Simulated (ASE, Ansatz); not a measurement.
# Localised basis functions on C(110) slab, H on the bottom face, stepped (249 atoms), part 2 of 2

Aim: test how closely localised support functions follow the reference on C(110) slab, H on the bottom face, stepped (249 atoms), and at what cost. A setting counts as converged where the r.m.s. difference of forces stays under 1 % of the r.m.s. force.

Ansatz 0.2.0; Kohn-Sham DFT, r2SCAN+D3(BJ), PAW (set soft_2), plane waves.

The cell: 225 C and 24 H. Beside vacuum, support functions can miss their usual error bounds without a warning. The main run has no spin polarisation. Sampling is at Γ alone, for a cell whose shortest periodic width is 10 Å.

So far. Step 2 (Plane-wave single point): Valence density in the cb plane at fractional x = 0.122, with atoms of C and H within 0.2 Å of it. It is the smooth field of the valence electrons, not physical close to the nuclei.

## Step 3: Distances and neighbours

These statistics describe the geometry on which the runs were made.

Normalised to the volume that the atoms fill. g(r), total and by pair (bins of 0.1 Å):

```tsv
r (Å)	total	C-C	C-H	H-H
0.95	0.00	0.00	0.00	0.00
1.05	0.55	0.00	3.17	0.00
1.15	0.25	0.00	1.42	0.00
1.25	0.00	0.00	0.00	0.00
1.35	0.00	0.00	0.00	0.00
1.45	0.36	0.45	0.00	0.00
1.55	6.46	7.91	0.00	0.00
1.65	0.20	0.24	0.00	0.00
1.75	0.00	0.00	0.00	0.00
1.85	0.15	0.00	0.00	15.80
1.95	0.12	0.00	0.00	12.70
2.05	0.01	0.00	0.05	0.00
2.15	0.52	0.00	2.96	0.00
2.25	0.08	0.00	0.46	0.00
2.35	0.00	0.00	0.00	0.00
2.45	1.87	2.12	0.04	14.60
2.55	6.15	7.01	1.50	18.00
2.65	0.07	0.04	0.23	0.00
2.75	0.48	0.00	2.77	0.00
2.85	0.09	0.11	0.03	0.00
2.95	4.91	6.01	0.00	0.00
3.05	0.43	0.42	0.51	0.00
3.15	0.01	0.00	0.07	0.00
3.25	0.03	0.00	0.15	0.00
3.35	0.15	0.00	0.84	0.00
3.45	0.23	0.02	1.23	0.35
3.55	1.70	1.98	0.13	7.05
3.65	0.18	0.21	0.00	0.65
3.75	0.00	0.00	0.00	0.00
3.85	2.06	2.51	0.03	0.00
3.95	1.17	1.10	1.50	0.54
4.05	0.09	0.00	0.21	5.73
4.15	0.19	0.00	1.11	0.00
4.25	0.18	0.05	0.76	0.23
4.35	4.26	4.88	0.80	14.80
4.45	0.69	0.68	0.71	1.09
4.55	0.36	0.35	0.41	0.00
4.65	2.47	2.90	0.56	0.00
4.75	0.06	0.03	0.18	0.00
4.85	0.00	0.00	0.00	0.00
4.95	0.29	0.12	1.11	0.00
5.05	1.65	1.84	0.61	4.35
5.15	0.23	0.07	0.80	3.55
5.25	2.50	2.97	0.43	0.00
```

Bonds by pair of elements; cutoffs follow the first minimum of g(r), held within bounds set by covalent radii, and pairs that aren't listed don't count as bonded:

```tsv
pair A-B	cutoff (Å)	bonds	mean length (Å)	spread (Å)	shortest (Å)	B about A	A about B
C-C	1.85	423	1.54	0.028	1.44	3.76	3.76
C-H	1.34	24	1.09	0.03	1.02	0.107	1
```

How many atoms have how many bonded neighbours:

```tsv
element	mean	1	2	3	4
C	3.87	0	6	18	201
H	1	24	0	0	0
```

Bond angles (no mean is given where the spread exceeds 20°):

```tsv
angle	count	mean (°)	spread (°)
C-C-C	1194	109	1.6
C-C-H	72	110	1.8
```

Bond length by coordination (bonds to H left out):

```tsv
element	coordination	atoms	mean bond length (Å)
C	2	6	1.54
C	3	18	1.55
C	4	201	1.54
```

For some of the pairs, g(r) has its first main peak near 1.54 Å (C-C) and 1.09 Å (C-H). By these cutoffs 89 % of C atoms have 4 and all H atoms have 1 bonded neighbour. The C-C-C angle averages 109° with a spread of 1.6°.

The surroundings of C95, which has 2 bonded neighbours where the commonest count for C is 4, nearest first, numbered as they follow in the input and with coordinates relative to it.

```tsv
atom	x	y	z	distance (Å)	bonds	Löwdin charge (e)	Fx	Fy	Fz (eV/Å)
C95	0.00	0.00	0.00	0.00	2	-0.07	2.42	2.79	-1.39
C169	1.23	0.85	-0.05	1.50	3	0.06	0.44	-5.05	-2.48
C92	-0.04	-0.88	-1.29	1.57	4	0.05	-0.40	-1.37	1.86
C168	1.26	1.78	-1.24	2.51	4	0.07	-0.24	1.35	0.54
C113	-1.29	1.77	-1.26	2.53	3	-0.03	1.19	2.01	-1.38
C93	1.25	-1.77	-1.30	2.53	4	0.07	-0.19	1.27	1.94
C150	2.53	-0.03	-0.03	2.53	2	-0.07	-2.72	3.28	-0.54
C91	-0.01	-0.03	-2.54	2.54	4	0.03	-0.30	1.90	0.06
C56	-1.30	-1.78	-1.28	2.55	3	-0.02	0.85	2.03	-1.19
C167	0.02	2.68	-1.24	2.95	4	0.04	-2.44	-0.90	-0.14
C94	1.22	-2.68	-0.05	2.95	3	0.05	0.33	-5.29	-2.92
C55	-2.52	-0.90	-1.28	2.96	3	0.04	-0.69	-4.61	-1.40
C148	2.52	-0.89	-1.30	2.97	4	0.04	0.86	-1.28	1.99
C165	1.25	0.88	-2.55	2.97	4	0.02	-0.27	-0.21	0.76
C110	-1.29	0.89	-2.56	3.00	4	0.03	0.66	-0.30	1.82
```

The column of bonds counts only the pairs C-C within 1.85 Å, C-H within 1.34 Å; other neighbours, such as metal atoms beside each other in a compound, aren't counted, and periodic images can show an atom twice.

## Step 4: Support functions medium

With localised support functions most steps grow linearly with size, though the diagonalisation grows faster unless the density matrix is cut; this run measures error and cost at this size.

This step: Kohn-Sham DFT, r2SCAN+D3(BJ), PAW (set soft_2), localised support functions (medium) (Ansatz 0.2.0).

input.yaml reads:

```yaml
crystal:
  lattice:
    - [10.089, 0.0, 0.0]
    - [0.0, 10.701, 0.0]
    - [0.0, 0.0, 22.24011]
  atoms:
    [... the 249 atom lines of step 2 ...]
kpoints:
  mp_grid: { grid: [1, 1, 1] }
hamiltonian:
  xc: r2scan
  dispersion: d3bj
scf:
  occupations: { method: gaussian, width: 0.025 }
  eigensolver: { kind: { support_functions: { accuracy: medium } } }
  mixing: { beta: 0.2 }
  max_iter: 150
output:
  forces: true
  eigenvalues: true
```

On the command line:

```sh
> ansatz run input.yaml --threads 8 --pin off --max-ram 15872MiB --backend cpu --events-out ev --progress --plain --runs-dir out
```

The log of the run:

```text
Warning: scf.eigensolver.kind.support_functions: disabling space-group detection — the functions' gradient is summed over unrotated k-points, so no spatial operation reduces the k-mesh or symmetrises the density; time reversal is kept, so that k and −k are solved as one point where they differ and the mesh holds both, and exact exchange and, on two spinor components, a DFT+U term hold to it where the run has them: [...]
[...]
settings of this run that can trade accuracy for cost: scf.eigensolver.kind.support_functions [...]
[...]
Crystal: 249 atoms, lattice volume = 2401.095 Å³
Basis set: ecut = 500 eV, 61067 PW (Γ), exchange–correlation on 225×240×540 points (27 copies of the dense FFT grid, shifted against one another)
Bands: 555, of which v1, the nominal top of the filled ones, is band 462 counted from 1 (461 counted from 0)
Symmetry: 1 space group operations
k-points: 1
[...]
SCF iter   1: F=—  HF=-56925.388124 eV  |F-HF|=—  |Δ(HF+E_count)|=         —  Δρ=9.25e-2  dr2=1.60e2  dr2_τ=5.44e1  ethr=1.00e-1
[...]
SCF iter  19: F=—  HF=-56942.918356 eV  |F-HF|=—  |Δ(HF+E_count)|=   9.82e-5  Δρ=1.25e-5  dr2=6.81e-6  dr2_τ=1.34e-7  ethr=1.61e-9  κ⁻¹=1.4e-4(r=7)
SCF iter  20: F=-56942.918426 eV  HF=-56942.918407 eV  |F-HF|=1.86e-5  |Δ(HF+E_count)|=   5.13e-5  Δρ=7.15e-6  dr2=2.87e-6  dr2_τ=2.10e-8  ethr=7.37e-10
SCF 1 converged in 20 iterations: F = -56942.924751 eV  dr2 = 2.87e-6
[...]
SCF converged after 20 iterations
Stability not checked: this state was not tested for a lower state beside it, because the mixer in use, unlike msr1, does not test its closes by its own steps (another_mixer; see scf.mixing.algorithm and scf.lower_state_search)
Free energy (F): -56942.924751 eV
[...]
Internal energy: -56942.924751 eV  (E = F + TS)
E sigma→0 (E₀):  -56942.924751 eV
Fermi energy:    5.176213 eV
[...]
Σ components = -56942.924751   (vs F -56942.924751, Δ=0.00e0)
--- Forces (eV/Å), atoms counted from 1 ---
  atom   1  C      1.15933303    -2.62960183     0.91461705
  atom   2  C     -1.24965964     2.66094923     0.33849456
  atom   3  C      2.53645876    -0.24203792    -0.21338610
  atom   4  C     -0.46321872    -0.25888350    -0.32791482
[...]
atom 249  H      0.05519556    -0.02643386    -0.77909555
  max |Σ_I F_I| component: 3.70e-3 eV/Å
--- Band table (eV) ---
[...]
```

Elapsed: 5 min, on 8 threads of Arm Neoverse V2, shared host; peak memory 9.1 GiB; 39 min of CPU time.

The program notes that the band table was not solved further than the SCF left it and it switched symmetry off.

Keys that differ from the reference: support_functions.accuracy = "medium", scf.max_iter = 150 and scf.mixing.beta = 0.2.

Forces differ from the reference by 1.2 meV/Å r.m.s., 0.096 % of their size, well within a tolerance of 1 %; the energy by -2.4 meV/atom. It took 5 min and 20 cycles; the reference's time can't be set against it, since the two runs asked for unlike analyses.

## Step 5: Cost against change

Differences are against the plane-wave reference (Kohn-Sham DFT, r2SCAN+D3(BJ), PAW (set soft_2), plane waves), whose r.m.s. force component is 1.28 eV/Å. Energies are set beside the reference only for runs with its functional, potentials and electron count. Times are for 8 threads of Arm Neoverse V2, shared host. The reference's time includes the DOS and grids, which some other runs skip.

```tsv
run	Δ force, r.m.s. (meV/Å)	share of r.m.s. force (%)	Δ energy (meV/atom)	Δ gap (eV)	cycles	time	host memory (GiB)
reference	-	-	-	-	18	2.2 min	7.9
support functions medium	1.22	0.0959	-2.38	0	20	5 min	9.1
```

## Step 6: Results

| Quantity | Value |
| --- | --- |
| free energy per atom | -228.6841 eV/atom |
| r.m.s. force component | 1.277 eV/Å |
| gap (highest filled to lowest empty level) | 0.4485 eV |
| wall time of the 2 DFT runs | 7.2 min |

In words: Against plane waves at 500 eV, the forces differ by 1.2 meV/Å (0.096 %) with support functions medium. At 249 atoms the run with support functions medium takes roughly 2.2 times the time of plane waves (whose run also made extra analyses, so the like-for-like ratio is larger), in 20 SCF cycles against 18. Differences between support functions and plane waves include what basis error the plane-wave run still has.

The highest filled and lowest empty levels differ by 0.449 eV at Γ alone; the mesh holds the band edges only if they fold onto it, so the gap at this level can be narrower or closed, and states at the surface or the caps may set it. Counting bonds as in the table, 89 % of C atoms have 4 and all H atoms have 1 bonded neighbour.

**Limits.** The geometry was built by rule, was displaced at random and isn't relaxed at this level: its force components are 1.3 eV/Å r.m.s. The slab bears a dipole and has periodic images along its normal, so a spurious field crosses the vacuum.

[Logs are printed without paths, hosts, clocks, repeated set-up lines and the standing remarks that a program may print on its own settings, such as how far it seeks lower states.]

[Hosts, paths, dates, database ids (printed as entryN), source tags and the programs' standing remarks are cut or masked in the printed files.]
